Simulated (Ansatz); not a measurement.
# BeMoS3 (built on the sites of a database entry of BaMoO3): a soft mode frozen in, part 2 of 2

Aim: this structure of BeMoS3 (built on the sites of a database entry of BaMoO3) is to be tested for unstable modes, and one is followed downhill.

Ansatz 0.2.0; DFT PBEsol, scalar-relativistic, plane waves, PAW.

So far, highest frequency on the path or at a solved wavevector (cm⁻¹): step 2 (the dispersion) 522. Also lowest frequency on the path (cm⁻¹): step 2 -291.

The structure was built from a prototype and need not be the compound's stable phase.

**5. Energy along the mode, all amplitudes (two of the runs are shown above)**

An imaginary frequency means negative curvature, so the energy should fall and then rise again as anharmonic terms take over.

This step gave:

```yaml
depth_at_the_lowest_point_sampled: 124.4 meV/atom
largest_atomic_shift_at_that_point: 0.6 Å
```

Table of energy from the parent by largest atomic shift:

| largest atomic shift (Å) | energy from the parent (meV/atom) |
| --- | --- |
| 0.000 | 0 |
| 0.040 | -0.548 |
| 0.080 | -2.19 |
| 0.140 | -6.73 |
| 0.220 | -16.6 |
| 0.320 | -35.2 |
| 0.450 | -69.8 |
| 0.600 | -124 |

Displacement at unit largest shift by atom:

| atom | x (Å) | y (Å) | z (Å) | size |
| --- | --- | --- | --- | --- |
| Be1 | 0.00 | 1.00 | 0.00 | 1.00 |
| Be2 | 0.00 | -1.00 | 0.00 | 1.00 |
| Mo3 | 0.00 | 0.00 | -0.10 | 0.10 |
| Mo4 | 0.00 | 0.00 | 0.10 | 0.10 |
| S5 | 0.00 | 0.00 | 0.00 | 0.00 |
| S6 | 0.00 | 0.00 | 0.00 | 0.00 |
| S7 | 0.00 | 0.00 | 0.00 | 0.00 |
| S8 | 0.00 | 0.00 | 0.00 | 0.00 |
| S9 | 0.00 | 0.00 | 0.21 | 0.21 |
| S10 | 0.00 | 0.00 | -0.21 | 0.21 |

The lowest of the steps tried is the last one, at 0.6 Å, 124 meV/atom below the parent; the bottom of the well need not coincide with a step.

**6. Relaxation from the frozen mode**

Starting from the lowest point found, all atoms and the cell are let go, so that strain and other modes of the same symmetry can join in.

The input, input.yaml:

```yaml
crystal:
  lattice:
    - [-4.6206887221, 0.0, 0.0]
    - [0.0, -4.6206887221, -4.6206887221]
    - [0.0, -4.6206887221, 4.6206887221]
  atoms:
    - { symbol: Be, position: [0.5, -0.0649253862, 0.4350746138] }
    - { symbol: Be, position: [0.5, 0.5649253862, 0.0649253862] }
    - { symbol: Mo, position: [0.0, 0.0064399621, -0.0064399621] }
    - { symbol: Mo, position: [0.0, 0.4935600379, 0.5064399621] }
    - { symbol: S, position: [0.0, 0.75, 0.75] }
    - { symbol: S, position: [0.0, 0.25, 0.25] }
    - { symbol: S, position: [0.0, 0.25, 0.75] }
    - { symbol: S, position: [0.0, 0.75, 0.25] }
    - { symbol: S, position: [0.5, -0.0139085581, 0.0139085581] }
    - { symbol: S, position: [0.5, 0.5139085581, 0.4860914419] }
kpoints:
  mp_grid: { grid: [6, 6, 6] }
hamiltonian:
  xc: pbesol
scf:
  occupations: { method: methfessel_paxton, width: 0.15 }
output:
  forces: true
  stress: true
  eigenvalues: true
  write_density: true
  write_potential: true
  elf: true
  volumetric_format: npy
relax:
  adjacent_minimum: "off"
  f_tol: 0.002
  max_steps: 120
  cell: { stress_tol: 0.03 }
```

Command:

```
ansatz run input.yaml --threads 8 --pin off --max-ram 14336MiB --backend cpu --events-out ev --progress --plain --runs-dir out
```

Numbers of over 12 decimals in the logs are rounded to 6 here.

The program printed:

```text
[...]
Crystal: 10 atoms, lattice volume = 197.310 Å³
Basis set: ecut = 420 eV, 3891 PW (Γ), exchange–correlation on 64×90×90 points (8 copies of the dense FFT grid, shifted against one another)
Bands: 44, of which v1, the nominal top of the filled ones, is band 34 counted from 1 (33 counted from 0)
Symmetry: 8 space group operations
[...]
k-points: 52 of 216
[...]
SCF iter   1: F=—  HF=-15281.894662 eV  |F-HF|=—  |Δ(HF+E_count)|=         —  Δρ=7.02e-3  dr2=2.19e-1  ethr=1.77e-3  ⟨swp⟩=5.9  Hψ=9115  notcnv=0
[...]
SCF iter   8: F=-15281.859461 eV  HF=-15281.859461 eV  |F-HF|=3.61e-9  |Δ(HF+E_count)|=   9.19e-8  S|Δr|=    0.00e0  Δρ=2.31e-6  dr2=1.94e-8  ethr=1.47e-10  ⟨swp⟩=13.7  Hψ=15316  notcnv=0
SCF 1 converged in 8 iterations: F = -15281.859461 eV  dr2 = 1.94e-8
[...]
relax step   1: F+E_penalty+E_count = -15281.85946141 eV  Δ(F+E_penalty+E_count) = +0.000e0 eV  max|allowed force component| = 1.622e0 eV/Å  Δτ_max = 0.0000 Å  P = +0.024 GPa  Ω = 197.310 Å³  (8 SCF iters, dr2 threshold 1.00e-7 eV, accepted)
Crystal: 10 atoms, lattice volume = 197.863 Å³
Basis set: ecut = 420 eV, 3883 PW (Γ), exchange–correlation on 64×90×90 points (8 copies of the dense FFT grid, shifted against one another)
[...]
SCF iter   6: F=-15283.078943 eV  HF=-15283.078943 eV  |F-HF|=2.52e-7  |Δ(HF+E_count)|=   2.55e-7  S|Δr|=    0.00e0  Δρ=1.15e-5  dr2=4.47e-7  ethr=1.47e-9  ⟨swp⟩=11.7  Hψ=17583  notcnv=0
SCF 2 converged in 6 iterations: F = -15283.078943 eV  dr2 = 4.47e-7
relax step   2: F+E_penalty+E_count = -15283.07894297 eV  Δ(F+E_penalty+E_count) = -1.219e0 eV  max|allowed force component| = 2.210e0 eV/Å  Δτ_max = 0.1971 Å  P = -0.234 GPa  Ω = 197.863 Å³  energy of the carried Pulay correction = -3.238e-5 eV  (6 SCF iters, dr2 threshold 1.00e-6 eV, accepted)
Crystal: 10 atoms, lattice volume = 198.482 Å³
[...]
SCF iter   7: F=-15284.643597 eV  HF=-15284.643597 eV  |F-HF|=1.65e-8  |Δ(HF+E_count)|=   9.96e-8  S|Δr|=    0.00e0  Δρ=3.99e-6  dr2=3.81e-8  ethr=1.47e-9  ⟨swp⟩=14.6  Hψ=17501  notcnv=0
SCF 3 converged in 7 iterations: F = -15284.643597 eV  dr2 = 3.81e-8
relax step   3: F+E_penalty+E_count = -15284.64359671 eV  Δ(F+E_penalty+E_count) = -1.565e0 eV  max|allowed force component| = 2.423e0 eV/Å  Δτ_max = 0.1950 Å  P = -0.089 GPa  Ω = 198.482 Å³  energy of the carried Pulay correction = -6.862e-5 eV  (7 SCF iters, dr2 threshold 1.00e-6 eV, accepted)
[... from here on, the SCF cycles and remarks between the steps are left out ...]
relax step   4: F+E_penalty+E_count = -15286.10554595 eV  Δ(F+E_penalty+E_count) = -1.462e0 eV  max|allowed force component| = 1.084e0 eV/Å  Δτ_max = 0.1923 Å  P = +2.025 GPa  Ω = 198.619 Å³  energy of the carried Pulay correction = -7.660e-5 eV  (7 SCF iters, dr2 threshold 1.00e-6 eV, accepted)
relax step   5: F+E_penalty+E_count = -15286.05670069 eV  Δ(F+E_penalty+E_count) = +4.885e-2 eV  max|allowed force component| = 2.213e0 eV/Å  Δτ_max = 0.1950 Å  P = +0.448 GPa  Ω = 207.618 Å³  energy of the carried Pulay correction = -5.900e-4 eV  (7 SCF iters, dr2 threshold 1.00e-6 eV, rejected (line search))
relax step   6: F+E_penalty+E_count = -15286.30122554 eV  Δ(F+E_penalty+E_count) = -1.957e-1 eV  max|allowed force component| = 4.345e-1 eV/Å  Δτ_max = 0.0597 Å  P = -0.744 GPa  Ω = 205.330 Å³  energy of the carried Pulay correction = -4.616e-4 eV  (10 SCF iters, accepted)
relax step   7: F+E_penalty+E_count = -15286.31439241 eV  Δ(F+E_penalty+E_count) = -1.317e-2 eV  max|allowed force component| = 1.775e-1 eV/Å  Δτ_max = 0.0288 Å  P = -0.123 GPa  Ω = 204.352 Å³  energy of the carried Pulay correction = -4.063e-4 eV  (6 SCF iters, dr2 threshold 1.00e-6 eV, accepted)
relax step   8: F+E_penalty+E_count = -15286.31622028 eV  Δ(F+E_penalty+E_count) = -1.828e-3 eV  max|allowed force component| = 8.219e-2 eV/Å  Δτ_max = 0.0155 Å  P = +0.119 GPa  Ω = 204.209 Å³  energy of the carried Pulay correction = -3.982e-4 eV  (5 SCF iters, dr2 threshold 1.00e-6 eV, accepted)
relax step   9: F+E_penalty+E_count = -15286.31664590 eV  Δ(F+E_penalty+E_count) = -4.256e-4 eV  max|allowed force component| = 5.770e-3 eV/Å  Δτ_max = 0.0067 Å  P = +0.012 GPa  Ω = 204.456 Å³  energy of the carried Pulay correction = -4.122e-4 eV  (5 SCF iters, dr2 threshold 4.22e-7 eV, accepted)
relax step  10: F+E_penalty+E_count = -15286.31668664 eV  Δ(F+E_penalty+E_count) = -4.074e-5 eV  max|allowed force component| = 2.376e-2 eV/Å  Δτ_max = 0.0020 Å  P = -0.022 GPa  Ω = 204.471 Å³  energy of the carried Pulay correction = -4.131e-4 eV  (5 SCF iters, dr2 threshold 1.74e-8 eV, accepted)
relax step  11: F+E_penalty+E_count = -15286.31672080 eV  Δ(F+E_penalty+E_count) = -3.416e-5 eV  max|allowed force component| = 7.440e-4 eV/Å  Δτ_max = 0.0012 Å  P = +0.002 GPa  Ω = 204.417 Å³  energy of the carried Pulay correction = -4.100e-4 eV  (4 SCF iters, dr2 threshold 3.53e-8 eV, accepted)
[...]
SCF iter   6: F=-15286.317298 eV  HF=-15286.317298 eV  |F-HF|=3.64e-12  |Δ(HF+E_count)|=  1.82e-11  S|Δr|=    0.00e0  Δρ=3.43e-8  dr2=3.59e-12  ethr=1.00e-12  ⟨swp⟩=6.6  Hψ=10694  notcnv=0
SCF 12 converged in 6 iterations: F = -15286.317298 eV  dr2 = 3.59e-12
relax step  12: F+E_penalty+E_count = -15286.31729790 eV  Δ(F+E_penalty+E_count) = -5.771e-4 eV  max|allowed force component| = 7.950e-4 eV/Å  Δτ_max = 0.0000 Å  P = +0.006 GPa  Ω = 204.417 Å³  stress off target by 6.61e-3 GPa  SCF on the basis re-selected at this cell (its energy is not comparable with the rows above)  (6 SCF iters)
basis re-selected at this cell: Δ(F+E_penalty+E_count) = -5.771e-4 eV, ΔP = +0.004 GPa vs the last step (what re-selecting the basis moved, of the pressure what is left beyond the Pulay correction that the steps carried, after the strain that the cell walked since its last selection, with what the two solves' SCF thresholds leave and, on support functions, any second-order correction that the steps lacked; it is no m [...]
SCF converged after 6 iterations
[...]
Free energy (F): -15286.317298 eV
[...]
Internal energy: -15286.316943 eV  (E = F + TS)
E sigma→0 (E₀):  -15286.317209 eV
Entropy (-TS):   -0.000355 eV (-0.035 meV/atom)
Fermi energy:    6.888441 eV
[...]
--- Forces (eV/Å), atoms counted from 1 ---
  atom   1  Be    -0.00000000     0.00079497     0.00000000
  atom   2  Be     0.00000000    -0.00079497    -0.00000000
  atom   3  Mo    -0.00000000     0.00000000     0.00054687
  atom   4  Mo     0.00000000    -0.00000000    -0.00054687
  atom   5  S      0.00000000     0.00000000     0.00000000
  atom   6  S     -0.00000000     0.00000000     0.00000000
  atom   7  S     -0.00000000     0.00000000     0.00000000
  atom   8  S     -0.00000000    -0.00000000     0.00000000
  atom   9  S      0.00000000     0.00000000     0.00073506
  atom  10  S     -0.00000000    -0.00000000    -0.00073506
  max |Σ_I F_I| component: 2.17e-19 eV/Å
--- Stress (GPa, compression-positive) ---
        0.006611       0.000000       0.000000
        0.000000       0.005489      -0.000000
        0.000000      -0.000000       0.006547
  P = ⅓ Tr σ = 0.0062 GPa (0.062 kbar)
--- Band table (eV; the first three rows and the last of 52) ---
  k-point 0: bands = [... 30 lower, 5.4680, 5.8792, 6.0030, 6.7192, 6.9588, 6.9797, 7.2669, 8.0172, ... 6 higher]
  k-point 1: bands = [... 30 lower, 5.3778, 6.0272, 6.2418, 6.5936, 6.9899, 7.2297, 7.6119, 8.0143, ... 6 higher]
  k-point 2: bands = [... 30 lower, 5.3316, 5.9227, 6.6019, 6.7628, 7.1665, 7.5292, 7.7761, 8.2237, ... 6 higher]
  k-point 51: bands = [... 30 lower, 5.0792, 5.4493, 5.8681, 6.5268, 7.6951, 7.8828, 7.9601, 7.9942, ... 6 higher]
--- Relaxed structure (11 steps of the walk, 10 accepted, 1 SCFs on fresh bases) ---
  F+E_penalty+E_count = -15286.31729790 eV   max|allowed force component| = 7.950e-4 eV/Å   (the final SCF, on the basis selected at the relaxed cell)
  cell:  # Å, volume = 204.4167 Å³
    - [-4.735403, 0.0, 0.0]
    - [0.0, -4.558673, -4.734683]
    - [0.0, -4.558673, 4.734683]
  atoms:
    - { symbol: Be, position: [0.500000, -0.137547, 0.362453] }
    - { symbol: Be, position: [0.500000, 0.637547, 0.137547] }
    - { symbol: Mo, position: [0, 0.017227, -0.017227] }
    - { symbol: Mo, position: [0, 0.482773, 0.517227] }
    - { symbol: S, position: [0, 0.75, 0.75] }
    - { symbol: S, position: [0, 0.25, 0.25] }
    - { symbol: S, position: [0, 0.250000, 0.75] }
    - { symbol: S, position: [0, 0.75, 0.250000] }
    - { symbol: S, position: [0.500000, -0.062316, 0.062316] }
    - { symbol: S, position: [0.500000, 0.562316, 0.437684] }
```

It took 38 s on 8 threads of Intel Xeon Platinum 8559C (Emerald Rapids), shared host; peak memory 1.1 GiB.

Relaxation path:

| step | energy less that of the first step (eV) | largest force component (eV/Å) | pressure (GPa) | volume (Å³) |
| --- | --- | --- | --- | --- |
| 1 | 0.0000 | 1.6221 | 0.02 | 197.31 |
| 2 | -1.2195 | 2.2101 | -0.23 | 197.86 |
| 3 | -2.7841 | 2.4226 | -0.09 | 198.48 |
| 4 | -4.2461 | 1.0842 | 2.03 | 198.62 |
| 5 | -4.1972 | 2.2133 | 0.45 | 207.62 |
| 6 | -4.4418 | 0.4345 | -0.74 | 205.33 |
| 7 | -4.4549 | 0.1775 | -0.12 | 204.35 |
| 8 | -4.4568 | 0.0822 | 0.12 | 204.21 |
| 9 | -4.4572 | 0.0058 | 0.01 | 204.46 |
| 10 | -4.4572 | 0.0238 | -0.02 | 204.47 |
| 11 | -4.4573 | 0.0007 | 0.00 | 204.42 |
| 12* | -4.4578 | 0.0008 | 0.01 | 204.42 |

Relaxation steps marked * repeat the geometry before them on a plane-wave basis chosen anew for their cell, so energy and pressure can jump there. Relaxation step 5 was tried and not accepted.

Forces are held to the 8 operations that the run works with; a distortion that breaks them can't arise in this run.

| conventional cell, symmetrised | before | after | change |
| --- | --- | --- | --- |
| a (Å) | 9.241 | 9.117 | -1.3 % |
| b (Å) | 9.241 | 9.469 | +2.5 % |
| c (Å) | 4.621 | 4.735 | +2.5 % |
| volume (Å³/atom) | 19.73 | 20.44 | +3.6 % |

The atoms that moved most (Å, as changes of fractional coordinates times the final cell):

| atom | dx | dy | dz | length |
| --- | --- | --- | --- | --- |
| Be2 | 0.000 | -0.662 | 0.000 | 0.662 |
| Be1 | 0.000 | 0.662 | 0.000 | 0.662 |
| S10 | 0.000 | 0.000 | -0.458 | 0.458 |
| S9 | 0.000 | 0.000 | 0.458 | 0.458 |
| Mo3 | 0.000 | 0.000 | -0.102 | 0.102 |
| Mo4 | 0.000 | 0.000 | 0.102 | 0.102 |

Final coordinates:

```cif
data_structure
_symmetry_space_group_name_H-M 'P 1'
_symmetry_Int_Tables_number 1
_cell_length_a 4.7354
_cell_length_b 6.5726
_cell_length_c 6.5726
_cell_angle_alpha 92.170
_cell_angle_beta 90.000
_cell_angle_gamma 90.000
_cell_volume 204.42
loop_
_atom_site_label
_atom_site_type_symbol
_atom_site_fract_x
_atom_site_fract_y
_atom_site_fract_z
_atom_site_occupancy
Be1 Be 0.50000 0.86245 0.36245 1
Be2 Be 0.50000 0.63755 0.13755 1
Mo3 Mo 0.00000 0.01723 0.98277 1
Mo4 Mo 0.00000 0.48277 0.51723 1
S5 S 0.00000 0.75000 0.75000 1
S6 S 0.00000 0.25000 0.25000 1
S7 S 0.00000 0.25000 0.75000 1
S8 S 0.00000 0.75000 0.25000 1
S9 S 0.50000 0.93768 0.06232 1
S10 S 0.50000 0.56232 0.43768 1
```

Numbers from this step:

| Item | Value |
| --- | --- |
| pressure | 0.006216 GPa |
| volume per atom | 20.44 Å³ |

ELF in the ab plane of the conventional cell at fractional z = 0.000, with atoms of Mo and S within 0.2 Å of it. It is the smooth field of the valence electrons, not physical close to the nuclei.

Ten even steps from '0' (0.02) to '9' (0.85), each cell a mean:
```
37983000159953797200016995
99851011137988985111103799
76422465323455542256531357
22137999842355422699985212
65249978962677743897897346
67449613873764754861387367
57548735973677745973596376
76338999962244324899995257
33225898632233322578863223
77631243114799863123322577
79962000148987996200004898
16983000279931698400016983
37972000169953798300015995
89851111037999985101113798
55422565313577642246532345
54226999852122213799984235
77438978973466524997896267
47548613873676744961387376
77459735963765754873597367
43248999952577633899996224
33225788632233322589863223
98631233225777763124311479
79962000048987996200014898
16984000169831698300027993
```
Columns run along a (9.1 Å), rows up along b (9.5 Å), edges of the conventional cell, whose origin can differ from the input's. Atoms in or near the plane, at fractional coordinates: Mo at (0.00, 0.27), Mo at (0.50, 0.77), Mo at (0.00, 0.73), Mo at (0.50, 0.23), S at (0.25, 0.75), S at (0.75, 0.25), S at (0.25, 0.25), S at (0.75, 0.75), S at (0.00, 0.50), S at (0.50, 0.00), S at (0.00, 0.00), S at (0.50, 0.50).

Valence density in the ab plane of the conventional cell at fractional z = 0.000, with atoms of Mo and S within 0.2 Å of it. It is the smooth field of the valence electrons, not physical close to the nuclei.

Ten steps, logarithmic in the rise over the least value, from '_' (0.0 e/Å³) to '@' (6.5 e/Å³), each cell a mean:
```
++**++--..________::==**++++**++--..______..::==**++
**++==::..______..::--++****++==::..______..::--++++
====--::::::::::::::--==++++++--::::::::::::::::--==
====------==++====----++####**==----==++====------==
%%##++==++******++==++%%@@@@%%**==++******++====**##
@@@@**++****--++**++++%%@@@@@@##++****==++**++++%%@@
@@@@##++++**++++**++++##@@@@%%**==++**++++**++++%%@@
@@%%++====++++++++==--==****++==--==++++++++====##%%
**++==------==----::::--====----::----====------==**
++++==::..........::--==++++==--::..........::--==++
****++--..______..::==++******==--..________::==++**
--**++--..______..::==**++--**++--..________::==**++
++**++--..______..::==**++++**++--..________::==**++
**++==::..______..::--++++**++==::..______..::--++**
++++--::::::::::::::::--======--::::::::::::::--==++
##**==----==++====------======------==++====----++##
@@%%**==++******++====**##%%##++==++******++==++%%@@
@@@@##++****==++**++++%%@@@@@@**++****--++**++++%%@@
@@%%**==++**++++**++++%%@@@@@@##++++**++++**++++##@@
**++==--==++++++++====##%%@@%%++====++++++++==--==**
==----::----====------==****++==------==----::::--==
++==--::..........::--==++++++==::..........::--==++
****==--..________::==++******++--..______..::==++**
--**++--..________::==**++--**++--..______..::==**++
```
Columns run along a (9.1 Å), rows up along b (9.5 Å), edges of the conventional cell, whose origin can differ from the input's. Atoms in or near the plane, at fractional coordinates: Mo at (0.00, 0.27), Mo at (0.50, 0.77), Mo at (0.00, 0.73), Mo at (0.50, 0.23), S at (0.25, 0.75), S at (0.75, 0.25), S at (0.25, 0.25), S at (0.75, 0.75), S at (0.00, 0.50), S at (0.50, 0.00), S at (0.00, 0.00), S at (0.50, 0.50).

Electrostatic potential energy in the ab plane of the conventional cell at fractional z = 0.000, with atoms of Mo and S within 0.2 Å of it. With pseudopotentials it is smooth inside the atoms' cores, unlike the true potential.

Values in eV, 13 rows by 16 columns, each cell a mean:
```
-25  -5  10  11  11  11   2 -23 -26  -6  10  11  11  11   2 -22
  0   6   9   7   6   9   5  -9 -12   2   9   7   6   9   8   2
-40 -11   0 -22 -25  -7 -11 -53 -58 -24  -2 -22 -25  -6  -3 -33
-63 -29  -5 -27 -27 -11  -9 -46 -53 -19  -4 -27 -27 -12 -15 -58
-24  -3   7   2   0   7   7  -1  -3   5   8   2   0   7   2 -19
-20  -1  10  11  11  11   5 -15 -19   0  10  11  11  11   4 -16
-27 -13   9  11  12  11  -2 -28 -27 -12   9  12  12  10  -3 -29
-14   2  10  11  11  11   7  -7 -11   4  10  11  11  10   6 -10
-37  -9   5  -6  -9   4   4  -8 -12   1   6  -6  -9   3  -2 -31
-63 -29  -7 -28 -27 -14 -13 -54 -60 -25  -6 -28 -27 -14 -15 -59
-26  -4   3 -15 -19  -2  -7 -44 -50 -17   1 -15 -19  -1   1 -21
 -3   6  10   9   9  10   6  -6  -9   3   9   9   9  10   8  -1
-27  -9  10  11  12  10  -1 -27 -27 -10   9  11  12  11   0 -26
```
Columns run along a (9.1 Å; values clipped at the 3rd and 97th percentile), rows up along b (9.5 Å), edges of the conventional cell, whose origin can differ from the input's. Atoms in or near the plane, at fractional coordinates: Mo at (0.00, 0.27), Mo at (0.50, 0.77), Mo at (0.00, 0.73), Mo at (0.50, 0.23), S at (0.25, 0.75), S at (0.75, 0.25), S at (0.25, 0.25), S at (0.75, 0.75), S at (0.00, 0.50), S at (0.50, 0.00), S at (0.00, 0.00), S at (0.50, 0.50).

The distorted start has space group Cmmm; the relaxation ends in Cmmm.

**7. Summary of results**

- unstable mode of the parent: q = (0, -0.5, -0.5), 291i cm⁻¹
- depth at the lowest point sampled: 124 meV/atom
- largest atomic shift at that point: 0.6 Å
- space group reached (within 0.01 Å): Cmmm
- energy gained over the parent (first relaxation, on the mesh of the frozen mode): 570 meV/atom
- volume per atom, phase reached: 20.4 Å³

Along this mode the structure falls into Cmmm, 570 meV/atom below the parent. At the parent's cell the well is 124.4 meV/atom deep on the steps tried, with its lowest point at a shift of 0.6 Å. That is the last step tried, so the steps alone don't bracket the bottom of the well. Relaxing atoms and cell changes the gain by +445.90 meV/atom against the lowest step (energies at zero smearing). Most of the total comes from this relaxation. The modes of the phase reached were not computed on this path. Of the 6 patterns followed to their end from this parent, this one ends 84.8 meV/atom above the lowest, R3m. Each path keeps the symmetry of its pattern, so a lower phase may lie along a pattern not tried. With no gap, or one that is small against the smearing, the frequencies hang on the k mesh and the smearing, most of all near Kohn anomalies. The starting cell was built on a prototype and not taken from a measurement, so the phase need not exist.

[Logs are printed without paths, hosts, clocks, repeated set-up lines and the standing remarks that a program may print on its own settings, such as how far it seeks lower states.]

[Hosts, paths, dates, database ids (printed as entryN), source tags and the programs' standing remarks are cut or masked in the printed files.]
